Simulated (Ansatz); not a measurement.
**A hypothetical structure for Li2TiBr4**

Starting from a made-up structure for Li2TiBr4, the aim is the relaxed cell, its shortest contacts and, where a second run follows, its electronic structure.

Method: DFT, PBEsol, plane-wave PAW, files of the set soft_1, scalar-relativistic, no spin, cell and ions relaxed at zero pressure; PAW set soft_1, in the first sound run; inputs show where later runs differ, in Ansatz 0.2.0.

## 1. The structure

Symmetry: Cmmm, No. 65, orthorhombic system. The conventional cell has a = 7.864 Å, b = 11.155 Å, c = 3.863 Å, α = 90.00°, β = 90.00°, γ = 90.00°. Br has 1 Ti at 2.70 Å and 4 Li at 2.76 Å nearest. Br has 2 Ti at 2.69 Å and 2 Li at 2.79 Å nearest. Nearest to Ti lie 6 Br at 2.69 to 2.70 Å. Nearest to Li lie 6 Br at 2.76 to 2.79 Å. Farther neighbours and most contacts between anions are not listed.

## 2. Relaxing cell and atoms

The guess takes its coordinates from another compound and its volume from a rule, so the cell and any free coordinates are relaxed together.

input.yaml

```yaml
crystal:
  lattice:
    - [3.932, -5.5775, 0.0]
    - [3.932, 5.5775, 0.0]
    - [0.0, 0.0, 3.863]
  atoms:
    - { symbol: Br, position: [0.242, 0.758, 0.0] }
    - { symbol: Br, position: [0.758, 0.242, 0.0] }
    - { symbol: Br, position: [0.2384, 0.2384, 0.5] }
    - { symbol: Br, position: [0.7616, 0.7616, 0.5] }
    - { symbol: Ti, position: [0.0, 0.0, 0.0] }
    - { symbol: Li, position: [0.0, 0.5, 0.5] }
    - { symbol: Li, position: [0.5, 0.0, 0.5] }
kpoints:
  mp_grid: { grid: [4, 4, 7] }
scf:
  occupations: { method: fermi_dirac, width: 0.05 }
hamiltonian:
  xc: pbesol
  pseudopotentials: { kind: paw, azcp: { folder: soft_1 }, xc_functional: pbe }
relax:
  f_tol: 0.015
  max_steps: 70
  cell: {}
output:
  forces: true
  stress: true
```

Run with:

```bash
$ ansatz run input.yaml --threads 4 --pin off --max-ram 10240MiB --backend cpu --events-out ev --progress --plain --runs-dir out
```

Numbers of over 12 decimals in the logs are rounded to 6 here.

What it wrote:

```text
Engine: ansatz 0.2.0, x86_64-unknown-linux-gnu
Pseudopotentials: kind: paw
Pseudopotential: Br, paw, valence charge 7, recommended cutoff 420 eV (normal), soft_1/Br.paw.azcp
Pseudopotential: Ti, paw, valence charge 12, recommended cutoff 420 eV (normal), soft_1/Ti.paw.azcp
Pseudopotential: Li, paw, valence charge 3, recommended cutoff 420 eV (normal), soft_1/Li.paw.azcp
Functional definition: PBEsol
  exchange = pbesol_x
  correlation = pbesol_c
Crystal: 7 atoms, lattice volume = 169.437 Å³
Basis set: ecut = 420 eV, 3311 PW (Γ), exchange–correlation on 96×96×54 points (8 copies of the dense FFT grid, shifted against one another)
Bands: 30, of which v1, the nominal top of the filled ones, is band 23 counted from 1 (22 counted from 0)
Symmetry: 8 space group operations
Space group: Cmmm (ITA 65), of the structure as read, at distance tolerance 5.5e-5 Å
k-points: 28 of 112
Non-local potential: Br, projectors of the file, l = 0: 2, l = 1: 2, l = 2: 2
Non-local potential: Ti, projectors of the file, l = 0: 3, l = 1: 2, l = 2: 3, l = 3: 1
Non-local potential: Li, projectors of the file, l = 0: 3, l = 1: 2, l = 2: 1
PAW form: soft (Blöchl's): semilocal exchange-correlation on the pseudo side does not see the compensation charge
PAW frozen core: Br, regenerated for the run's functional, and the local potential with it (the file was generated under x = pbe(κ = 0.804, μ = 0.219515), c = pbe(β = 0.066725))
PAW frozen core: Ti, regenerated for the run's functional, and the local potential with it (the file was generated under x = pbe(κ = 0.804, μ = 0.219515), c = pbe(β = 0.066725))
PAW one-centre angular grid: Br, 110 points (default); XC on 64 Gauss nodes
PAW one-centre angular grid: Ti, 590 points (default); XC on 64 Gauss nodes
PAW one-centre angular grid: Li, 110 points (default); XC on 64 Gauss nodes
Initial density: superposition of atomic densities (chi_scale 0.1, normalization cell, long waves kept (reshape's long-wave potential 0.09 eV rms))
Initial wavefunctions: pseudopotential atomic-orbital guess
Functional: x = pbesol(κ = 0.804, μ = 0.123457), c = pbesol(β = 0.046)
SCF iter   1: F=—  HF=-13845.253827 eV  |F-HF|=—  |Δ(HF+E_count)|=         —  Δρ=2.48e-1  dr2=2.29e2  ethr=3.10e-3  ⟨swp⟩=7.9  Hψ=3877  notcnv=0
preconditioner: auto → LDOS  [metal: Δε(μ)=0.018 eV  Ē_g=7.549 eV  σ=0.050 eV  W_gap=0.09  n_scr=30 (ndim 8)  ℏωp=16.6 eV  f_vac=0.012  D(μ)=10.53/eV (n_scr^D=108)  β→1.0]
SCF iter   2: F=—  HF=-13836.696147 eV  |F-HF|=—  |Δ(HF+E_count)|=    8.56e0  Δρ=1.04e-1  dr2=1.24e1  ethr=3.10e-3  ⟨swp⟩=3.9  Hψ=2128  notcnv=0  defer=17
SCF iter   3: F=—  HF=-13835.473776 eV  |F-HF|=—  |Δ(HF+E_count)|=    1.22e0  Δρ=5.25e-2  dr2=6.81e0  ethr=3.10e-3  ⟨swp⟩=3.2  Hψ=1941  notcnv=0  defer=12
SCF iter   4: F=—  HF=-13835.197704 eV  |F-HF|=—  |Δ(HF+E_count)|=   2.76e-1  Δρ=4.23e-2  dr2=4.28e0  ethr=3.10e-3  ⟨swp⟩=2.7  Hψ=1187  notcnv=0  defer=1
SCF iter   5: F=—  HF=-13834.875334 eV  |F-HF|=—  |Δ(HF+E_count)|=   3.22e-1  Δρ=2.69e-2  dr2=1.88e0  ethr=3.10e-3  ⟨swp⟩=2.1  Hψ=1074  notcnv=0  defer=1
SCF iter   6: F=—  HF=-13834.730104 eV  |F-HF|=—  |Δ(HF+E_count)|=   1.45e-1  Δρ=1.78e-2  dr2=1.06e0  ethr=3.10e-3  ⟨swp⟩=2.0  Hψ=1034  notcnv=0  defer=1
SCF iter   7: F=—  HF=-13834.567532 eV  |F-HF|=—  |Δ(HF+E_count)|=   1.63e-1  Δρ=7.90e-3  dr2=1.97e-1  ethr=2.31e-3  ⟨swp⟩=2.2  Hψ=1142  notcnv=0
SCF iter   8: F=—  HF=-13834.534572 eV  |F-HF|=—  |Δ(HF+E_count)|=   3.30e-2  Δρ=2.37e-3  dr2=1.53e-2  ethr=4.28e-4  ⟨swp⟩=2.6  Hψ=1180  notcnv=0  defer=2
SCF iter   9: F=—  HF=-13834.532226 eV  |F-HF|=—  |Δ(HF+E_count)|=   2.35e-3  Δρ=6.79e-4  dr2=1.24e-3  ethr=3.32e-5  ⟨swp⟩=2.9  Hψ=1496  notcnv=0  defer=1
SCF iter  10: F=—  HF=-13834.532025 eV  |F-HF|=—  |Δ(HF+E_count)|=   2.01e-4  Δρ=8.52e-5  dr2=1.24e-5  ethr=2.70e-6  ⟨swp⟩=2.0  Hψ=1433  notcnv=0  defer=1
SCF iter  11: F=—  HF=-13834.532018 eV  |F-HF|=—  |Δ(HF+E_count)|=   7.21e-6  Δρ=4.22e-5  dr2=2.30e-6  ethr=2.71e-8  ⟨swp⟩=2.0  Hψ=1312  notcnv=0  defer=1
SCF iter  12: F=—  HF=-13834.532018 eV  |F-HF|=—  |Δ(HF+E_count)|=   2.02e-7  Δρ=1.00e-5  dr2=1.03e-7  ethr=5.00e-9  ⟨swp⟩=2.4  Hψ=1246  notcnv=0  defer=1
SCF iter  13: F=-13834.532018 eV  HF=-13834.532018 eV  |F-HF|=1.11e-9  |Δ(HF+E_count)|=   1.41e-8  Δρ=1.43e-6  dr2=2.77e-9  ethr=2.17e-10  ⟨swp⟩=4.0  Hψ=2745  notcnv=0
SCF 1 converged in 13 iterations: F = -13834.532018 eV  dr2 = 2.77e-9
  greatest PAW one-centre occupation: 0.999 electrons in one spin orbital (limit 2), on the Li atom at site 6 (counted from 0), in its partial waves of l = 0
relax step   1: F+E_penalty+E_count = -13834.53201802 eV  Δ(F+E_penalty+E_count) = +0.000e0 eV  max|allowed force component| = 2.615e-1 eV/Å  Δτ_max = 0.0000 Å  P = -2.965 GPa  Ω = 169.437 Å³  (13 SCF iters, dr2 threshold 1.00e-7 eV, accepted)
Crystal: 7 atoms, lattice volume = 156.000 Å³
Basis set: ecut = 420 eV, 3059 PW (Γ), exchange–correlation on 96×96×54 points (8 copies of the dense FFT grid, shifted against one another)
Initial density: handed on by an earlier stage of this run
Initial wavefunctions: those handed on with the density
iter 1 solved again at ethr=6.46e-4 eV; its pass at ethr=3.10e-3 eV (dr2=2.97e-1 eV) is discarded
SCF iter   1: F=—  HF=-13834.781320 eV  |F-HF|=—  |Δ(HF+E_count)|=         —  Δρ=7.35e-3  dr2=2.95e-1  ethr=6.46e-4  ⟨swp⟩=1.1  Hψ=4763  notcnv=0
preconditioner: auto → LDOS  [metal: Δε(μ)=0.015 eV  Ē_g=9.537 eV  σ=0.050 eV  W_gap=0.08  n_scr=30 (ndim 8)  ℏωp=17.3 eV  f_vac=0.021  D(μ)=6.89/eV (n_scr^D=60)  β→1.0]
SCF iter   2: F=—  HF=-13834.750551 eV  |F-HF|=—  |Δ(HF+E_count)|=   3.08e-2  Δρ=7.09e-3  dr2=8.57e-2  ethr=6.42e-4  ⟨swp⟩=2.2  Hψ=1405  notcnv=0
SCF iter   3: F=—  HF=-13834.734793 eV  |F-HF|=—  |Δ(HF+E_count)|=   1.58e-2  Δρ=4.12e-3  dr2=5.38e-2  ethr=1.86e-4  ⟨swp⟩=2.0  Hψ=1557  notcnv=0  defer=9
SCF iter   4: F=—  HF=-13834.730839 eV  |F-HF|=—  |Δ(HF+E_count)|=   3.95e-3  Δρ=3.69e-3  dr2=3.04e-2  ethr=1.17e-4  ⟨swp⟩=1.8  Hψ=858  notcnv=0  defer=9
SCF iter   5: F=—  HF=-13834.725706 eV  |F-HF|=—  |Δ(HF+E_count)|=   5.13e-3  Δρ=1.23e-3  dr2=3.40e-3  ethr=6.62e-5  ⟨swp⟩=2.0  Hψ=965  notcnv=0  defer=9
SCF iter   6: F=—  HF=-13834.725117 eV  |F-HF|=—  |Δ(HF+E_count)|=   5.90e-4  Δρ=2.52e-4  dr2=9.70e-5  ethr=7.40e-6  ⟨swp⟩=2.3  Hψ=1081  notcnv=0  defer=9
SCF iter   7: F=—  HF=-13834.725131 eV  |F-HF|=—  |Δ(HF+E_count)|=   1.43e-5  Δρ=5.69e-5  dr2=4.18e-6  ethr=2.11e-7  ⟨swp⟩=2.2  Hψ=1412  notcnv=0  defer=9
SCF iter   8: F=-13834.725133 eV  HF=-13834.725133 eV  |F-HF|=9.26e-8  |Δ(HF+E_count)|=   2.40e-6  Δρ=1.14e-5  dr2=2.51e-7  ethr=1.52e-9  ⟨swp⟩=4.7  Hψ=2954  notcnv=0
SCF 2 converged in 8 iterations: F = -13834.725133 eV  dr2 = 2.51e-7
relax step   2: F+E_penalty+E_count = -13834.72513338 eV  Δ(F+E_penalty+E_count) = -1.931e-1 eV  max|allowed force component| = 2.161e-1 eV/Å  Δτ_max = 0.0386 Å  P = -0.144 GPa  Ω = 156.000 Å³  energy of the carried Pulay correction = +8.084e-4 eV  (8 SCF iters, dr2 threshold 7.00e-7 eV, accepted)
Crystal: 7 atoms, lattice volume = 146.199 Å³
Basis set: ecut = 420 eV, 2855 PW (Γ), exchange–correlation on 96×96×54 points (8 copies of the dense FFT grid, shifted against one another)
iter 1 solved again at ethr=4.61e-4 eV; its pass at ethr=3.10e-3 eV (dr2=2.12e-1 eV) is discarded
SCF iter   1: F=—  HF=-13834.773861 eV  |F-HF|=—  |Δ(HF+E_count)|=         —  Δρ=8.03e-3  dr2=2.13e-1  ethr=4.61e-4  ⟨swp⟩=1.0  Hψ=4949  notcnv=0
preconditioner: auto → Kerker (q_TF=auto, 2.250 Å⁻¹)  [metal: Δε(μ)=0.023 eV  Ē_g=9.652 eV  σ=0.050 eV  W_gap=0.11  n_scr=30 (ndim 8)  ℏωp=17.9 eV  f_vac=0.009  D(μ)=5.24/eV (n_scr^D=40)]
SCF iter   2: F=—  HF=-13834.741213 eV  |F-HF|=—  |Δ(HF+E_count)|=   3.26e-2  Δρ=3.37e-3  dr2=5.62e-2  ethr=4.61e-4  ⟨swp⟩=2.0  Hψ=1029  notcnv=0
SCF iter   3: F=—  HF=-13834.730265 eV  |F-HF|=—  |Δ(HF+E_count)|=   1.09e-2  Δρ=1.55e-3  dr2=1.91e-2  ethr=1.22e-4  ⟨swp⟩=2.0  Hψ=1041  notcnv=0  defer=2
SCF iter   4: F=—  HF=-13834.725512 eV  |F-HF|=—  |Δ(HF+E_count)|=   4.75e-3  Δρ=7.00e-4  dr2=2.20e-3  ethr=4.15e-5  ⟨swp⟩=2.1  Hψ=1195  notcnv=0  defer=2
SCF iter   5: F=—  HF=-13834.725524 eV  |F-HF|=—  |Δ(HF+E_count)|=   1.25e-5  Δρ=3.88e-4  dr2=3.44e-4  ethr=4.79e-6  ⟨swp⟩=2.0  Hψ=1266  notcnv=0  defer=2
SCF iter   6: F=—  HF=-13834.725651 eV  |F-HF|=—  |Δ(HF+E_count)|=   1.27e-4  Δρ=3.90e-4  dr2=2.18e-4  ethr=7.49e-7  ⟨swp⟩=2.0  Hψ=1553  notcnv=0  defer=2
SCF iter   7: F=—  HF=-13834.725635 eV  |F-HF|=—  |Δ(HF+E_count)|=   1.63e-5  Δρ=8.14e-5  dr2=2.32e-5  ethr=4.74e-7  ⟨swp⟩=2.0  Hψ=912  notcnv=0  defer=2
SCF iter   8: F=—  HF=-13834.725641 eV  |F-HF|=—  |Δ(HF+E_count)|=   5.86e-6  Δρ=2.43e-5  dr2=2.03e-6  ethr=5.05e-8  ⟨swp⟩=2.0  Hψ=1208  notcnv=0  defer=2
SCF iter   9: F=-13834.725641 eV  HF=-13834.725641 eV  |F-HF|=3.22e-8  |Δ(HF+E_count)|=   1.82e-9  Δρ=7.71e-6  dr2=2.09e-7  ethr=1.52e-9  ⟨swp⟩=4.9  Hψ=3009  notcnv=0
SCF 3 converged in 9 iterations: F = -13834.725641 eV  dr2 = 2.09e-7
relax step   3: F+E_penalty+E_count = -13834.72564093 eV  Δ(F+E_penalty+E_count) = -5.075e-4 eV  max|allowed force component| = 2.992e-1 eV/Å  Δτ_max = 0.1174 Å  P = +0.455 GPa  Ω = 146.199 Å³  energy of the carried Pulay correction = +1.442e-3 eV  (9 SCF iters, dr2 threshold 7.00e-7 eV, rejected (line search))
Crystal: 7 atoms, lattice volume = 152.228 Å³
Basis set: ecut = 420 eV, 2981 PW (Γ), exchange–correlation on 96×96×54 points (8 copies of the dense FFT grid, shifted against one another)
iter 1 solved again at ethr=1.66e-4 eV; its pass at ethr=3.10e-3 eV (dr2=7.65e-2 eV) is discarded
SCF iter   1: F=—  HF=-13834.779124 eV  |F-HF|=—  |Δ(HF+E_count)|=         —  Δρ=4.67e-3  dr2=7.66e-2  ethr=1.66e-4  ⟨swp⟩=1.1  Hψ=4515  notcnv=0
preconditioner: auto → LDOS  [metal: Δε(μ)=0.053 eV  Ē_g=9.776 eV  σ=0.050 eV  W_gap=0.25  n_scr=30 (ndim 8)  ℏωp=17.5 eV  f_vac=0.021  D(μ)=5.80/eV (n_scr^D=48)  β→1.0]
SCF iter   2: F=—  HF=-13834.780063 eV  |F-HF|=—  |Δ(HF+E_count)|=   9.39e-4  Δρ=7.71e-3  dr2=6.49e-2  ethr=1.66e-4  ⟨swp⟩=2.8  Hψ=1626  notcnv=0
SCF iter   3: F=—  HF=-13834.762367 eV  |F-HF|=—  |Δ(HF+E_count)|=   1.77e-2  Δρ=1.45e-3  dr2=3.24e-3  ethr=1.41e-4  ⟨swp⟩=2.2  Hψ=1351  notcnv=0  defer=1
SCF iter   4: F=—  HF=-13834.761878 eV  |F-HF|=—  |Δ(HF+E_count)|=   4.89e-4  Δρ=7.90e-4  dr2=1.79e-3  ethr=7.05e-6  ⟨swp⟩=2.0  Hψ=1212  notcnv=0  defer=1
SCF iter   5: F=—  HF=-13834.761640 eV  |F-HF|=—  |Δ(HF+E_count)|=   2.37e-4  Δρ=3.98e-4  dr2=3.84e-4  ethr=3.88e-6  ⟨swp⟩=2.0  Hψ=917  notcnv=0  defer=1
SCF iter   6: F=—  HF=-13834.761577 eV  |F-HF|=—  |Δ(HF+E_count)|=   6.33e-5  Δρ=1.17e-4  dr2=2.32e-5  ethr=8.34e-7  ⟨swp⟩=2.1  Hψ=980  notcnv=0  defer=1
SCF iter   7: F=—  HF=-13834.761573 eV  |F-HF|=—  |Δ(HF+E_count)|=   4.31e-6  Δρ=2.80e-5  dr2=1.48e-6  ethr=5.04e-8  ⟨swp⟩=2.2  Hψ=1311  notcnv=0  defer=1
SCF iter   8: F=—  HF=-13834.761576 eV  |F-HF|=—  |Δ(HF+E_count)|=   2.94e-6  Δρ=7.07e-6  dr2=7.36e-8  ethr=3.23e-9  ⟨swp⟩=2.0  Hψ=1342  notcnv=0  defer=1
SCF iter   9: F=—  HF=-13834.761576 eV  |F-HF|=—  |Δ(HF+E_count)|=  6.60e-10  Δρ=1.55e-6  dr2=3.94e-9  ethr=1.60e-10  ⟨swp⟩=2.0  Hψ=1292  notcnv=0  defer=1
SCF iter  10: F=—  HF=-13834.761576 eV  |F-HF|=—  |Δ(HF+E_count)|=  5.97e-10  Δρ=4.09e-7  dr2=3.15e-10  ethr=8.55e-12  ⟨swp⟩=2.0  Hψ=1330  notcnv=0  defer=1
SCF iter  11: F=-13834.761576 eV  HF=-13834.761576 eV  |F-HF|=1.09e-11  |Δ(HF+E_count)|=  2.73e-11  Δρ=1.19e-7  dr2=1.51e-11  ethr=1.00e-12  ⟨swp⟩=4.3  Hψ=2902  notcnv=0
SCF 4 converged in 11 iterations: F = -13834.761576 eV  dr2 = 1.51e-11
relax step   4: F+E_penalty+E_count = -13834.76157557 eV  Δ(F+E_penalty+E_count) = -3.644e-2 eV  max|allowed force component| = 2.743e-2 eV/Å  Δτ_max = 0.0406 Å  P = -0.051 GPa  Ω = 152.228 Å³  energy of the carried Pulay correction = +1.047e-3 eV  (11 SCF iters, accepted)
Crystal: 7 atoms, lattice volume = 151.496 Å³
Basis set: ecut = 420 eV, 2965 PW (Γ), exchange–correlation on 96×96×54 points (8 copies of the dense FFT grid, shifted against one another)
iter 1 solved again at ethr=2.25e-6 eV; its pass at ethr=3.10e-3 eV (dr2=1.04e-3 eV) is discarded
SCF iter   1: F=—  HF=-13834.762447 eV  |F-HF|=—  |Δ(HF+E_count)|=         —  Δρ=5.08e-4  dr2=1.02e-3  ethr=2.25e-6  ⟨swp⟩=2.0  Hψ=4048  notcnv=0
preconditioner: auto → LDOS  [metal: Δε(μ)=0.025 eV  Ē_g=9.715 eV  σ=0.050 eV  W_gap=0.12  n_scr=30 (ndim 8)  ℏωp=17.6 eV  f_vac=0.017  D(μ)=5.76/eV (n_scr^D=48)  β→1.0]
SCF iter   2: F=—  HF=-13834.762433 eV  |F-HF|=—  |Δ(HF+E_count)|=   1.32e-5  Δρ=7.90e-4  dr2=7.70e-4  ethr=2.22e-6  ⟨swp⟩=2.0  Hψ=1403  notcnv=0
SCF iter   3: F=—  HF=-13834.762219 eV  |F-HF|=—  |Δ(HF+E_count)|=   2.14e-4  Δρ=1.45e-4  dr2=3.64e-5  ethr=1.67e-6  ⟨swp⟩=2.0  Hψ=1171  notcnv=0
SCF iter   4: F=—  HF=-13834.762218 eV  |F-HF|=—  |Δ(HF+E_count)|=   1.38e-6  Δρ=1.00e-4  dr2=2.52e-5  ethr=7.91e-8  ⟨swp⟩=2.0  Hψ=1207  notcnv=0
SCF iter   5: F=—  HF=-13834.762215 eV  |F-HF|=—  |Δ(HF+E_count)|=   3.28e-6  Δρ=4.84e-5  dr2=5.54e-6  ethr=5.47e-8  ⟨swp⟩=1.8  Hψ=867  notcnv=0
SCF iter   6: F=—  HF=-13834.762214 eV  |F-HF|=—  |Δ(HF+E_count)|=   9.37e-7  Δρ=1.37e-5  dr2=3.75e-7  ethr=1.20e-8  ⟨swp⟩=2.2  Hψ=1007  notcnv=0
SCF iter   7: F=-13834.762214 eV  HF=-13834.762214 eV  |F-HF|=1.32e-9  |Δ(HF+E_count)|=   3.98e-8  Δρ=3.11e-6  dr2=1.56e-8  ethr=1.81e-10  ⟨swp⟩=4.8  Hψ=3044  notcnv=0
SCF 5 converged in 7 iterations: F = -13834.762214 eV  dr2 = 1.56e-8
relax step   5: F+E_penalty+E_count = -13834.76221384 eV  Δ(F+E_penalty+E_count) = -6.383e-4 eV  max|allowed force component| = 2.551e-3 eV/Å  Δτ_max = 0.0081 Å  P = +0.001 GPa  Ω = 151.496 Å³  energy of the carried Pulay correction = +1.095e-3 eV  (7 SCF iters, dr2 threshold 8.31e-8 eV, accepted)
Basis set: ecut = 420 eV, 2965 PW (Γ), exchange–correlation on 90×90×48 points (8 copies of the dense FFT grid, shifted against one another)
Initial wavefunctions: pseudopotential atomic-orbital guess (no wavefunctions were taken with the density)
iter 1 solved again at ethr=5.93e-7 eV; its pass at ethr=3.10e-3 eV (dr2=2.73e-4 eV) is discarded
SCF iter   1: F=—  HF=-13834.760920 eV  |F-HF|=—  |Δ(HF+E_count)|=         —  Δρ=7.15e-5  dr2=8.22e-7  ethr=5.93e-7  ⟨swp⟩=3.0  Hψ=5983  notcnv=0
preconditioner: auto → LDOS  [metal: Δε(μ)=0.028 eV  Ē_g=9.722 eV  σ=0.050 eV  W_gap=0.14  n_scr=30 (ndim 8)  ℏωp=17.6 eV  f_vac=0.018  D(μ)=5.76/eV (n_scr^D=48)  β→1.0]
SCF iter   2: F=—  HF=-13834.760873 eV  |F-HF|=—  |Δ(HF+E_count)|=   4.70e-5  Δρ=1.74e-5  dr2=5.51e-7  ethr=1.79e-9  ⟨swp⟩=2.0  Hψ=1530  notcnv=0
SCF iter   3: F=—  HF=-13834.760873 eV  |F-HF|=—  |Δ(HF+E_count)|=   7.70e-8  Δρ=1.11e-5  dr2=1.67e-7  ethr=1.20e-9  ⟨swp⟩=2.0  Hψ=1350  notcnv=0
SCF iter   4: F=—  HF=-13834.760873 eV  |F-HF|=—  |Δ(HF+E_count)|=   1.16e-8  Δρ=9.76e-6  dr2=1.25e-7  ethr=3.62e-10  ⟨swp⟩=2.0  Hψ=1292  notcnv=0
SCF iter   5: F=—  HF=-13834.760872 eV  |F-HF|=—  |Δ(HF+E_count)|=   2.22e-8  Δρ=3.08e-6  dr2=2.29e-8  ethr=2.72e-10  ⟨swp⟩=1.8  Hψ=865  notcnv=0
SCF iter   6: F=—  HF=-13834.760872 eV  |F-HF|=—  |Δ(HF+E_count)|=   4.11e-9  Δρ=5.77e-7  dr2=4.57e-10  ethr=4.99e-11  ⟨swp⟩=2.0  Hψ=879  notcnv=0
SCF iter   7: F=-13834.760872 eV  HF=-13834.760872 eV  |F-HF|=2.91e-11  |Δ(HF+E_count)|=  1.06e-10  Δρ=1.33e-7  dr2=5.17e-11  ethr=1.00e-12  ⟨swp⟩=3.0  Hψ=3521  notcnv=0
SCF 6 converged in 7 iterations: F = -13834.760872 eV  dr2 = 5.17e-11
relax step   6: F+E_penalty+E_count = -13834.76087247 eV  Δ(F+E_penalty+E_count) = +1.341e-3 eV  max|allowed force component| = 2.058e-3 eV/Å  Δτ_max = 0.0000 Å  P = +0.005 GPa  Ω = 151.496 Å³  stress off target by 1.07e-2 GPa  SCF on the basis re-selected at this cell (its energy is not comparable with the rows above)  (7 SCF iters)
basis re-selected at this cell: Δ(F+E_penalty+E_count) = +1.341e-3 eV, ΔP = +0.004 GPa vs the last step (what re-selecting the basis moved, of the pressure what is left beyond the Pulay correction that the steps carried, after the strain that the cell walked since its last selection, with what the two solves' SCF thresholds leave and, on support functions, any second-order correction that the steps lacked; it is no measure of the basis error at this ecutwfc). The dense FFT grid was sized anew with the basis: this SCF ran on 45×45×24 points, the steps before it on 48×48×27, so part of this shift can come from that change (see relax.cell in the input reference). [rest of the remark cut]
SCF converged after 7 iterations
Free energy (F): -13834.760872 eV
Harris-Foulkes:  -13834.760872 eV  (|F-HF|=2.91e-11)
Internal energy: -13834.713327 eV  (E = F + TS)
E sigma→0 (E₀):  -13834.737100 eV
Entropy (-TS):   -0.047545 eV (-6.792 meV/atom)
Fermi energy:    7.159713 eV
--- Per-component energies (eV) ---
  E_band       = -440.856078
  E_kinetic    = 843.035022
  E_local      = -2577.680169  (includes V_loc(G=0)·N_el)
  E_nonlocal   = 233.235324
  E_hartree    = 947.455856
  E_xc         = -914.098359
  E_vxc        = -606.229599  (∫ρ·V_xc dr)
  E_paw        = -10138.903619  (= ΣΔE_a)
  E_vpaw       = -228.128684  (= ΣTr[D̂ρ^β])
  E_aug_tail   = 0.000433  (compensation charges beyond the density's cutoff)
  E_ewald      = -2228.266284
  E_core_change = 0.508468  (= ΣΔE_core)
  E_smearing   = -0.047545  (= −TS)
  E_closure    = 0.000000  (closes the sum)
  Σ components = -13834.760872   (vs F -13834.760872, Δ=0.00e0)
--- Forces (eV/Å), atoms counted from 1 ---
  atom   1  Br     0.00000000    -0.00115096     0.00000000
  atom   2  Br    -0.00000000     0.00115096    -0.00000000
  atom   3  Br    -0.00205802    -0.00000000    -0.00000000
  atom   4  Br     0.00205802     0.00000000     0.00000000
  atom   5  Ti     0.00000000    -0.00000000     0.00000000
  atom   6  Li     0.00000000     0.00000000     0.00000000
  atom   7  Li     0.00000000     0.00000000     0.00000000
  max |Σ_I F_I| component: 3.16e-30 eV/Å
--- Stress (GPa, compression-positive) ---
        0.008187       0.000000       0.000000
        0.000000       0.010720      -0.000000
        0.000000      -0.000000      -0.003501
  P = ⅓ Tr σ = 0.0051 GPa (0.051 kbar)
--- Relaxed structure (5 steps of the walk, 4 accepted, 1 SCFs on fresh bases) ---
  F+E_penalty+E_count = -13834.76087247 eV   max|allowed force component| = 2.058e-3 eV/Å   (the final SCF, on the basis selected at the relaxed cell)
  cell:  # Å, volume = 151.4958 Å³
    - [3.912263, -5.422819, 0.0]
    - [3.912263, 5.422819, 0.0]
    - [0.0, 0.0, 3.570405]
  atoms:
    - { symbol: Br, position: [0.242633, 0.757367, 0.0] }
    - { symbol: Br, position: [0.757367, 0.242633, 0.0] }
    - { symbol: Br, position: [0.245410, 0.245410, 0.5] }
    - { symbol: Br, position: [0.754590, 0.754590, 0.5] }
    - { symbol: Ti, position: [0, 0, 0.0] }
    - { symbol: Li, position: [-2.7755575615628914e-17, 0.5, 0.5] }
    - { symbol: Li, position: [0.5, -2.7755575615628914e-17, 0.5] }
```

Elapsed: 11 s, on 4 threads of AMD EPYC 7B13 (Zen 3), shared host; peak memory 0.62 GiB.

This run has no spin polarisation, although Ti can carry a moment.

[end of part 1 of 2]

[Logs are printed without paths, hosts, clocks, repeated set-up lines and the standing remarks that a program may print on its own settings, such as how far it seeks lower states.]

[Hosts, paths, dates, database ids (printed as entryN), source tags and the programs' standing remarks are cut or masked in the printed files.]
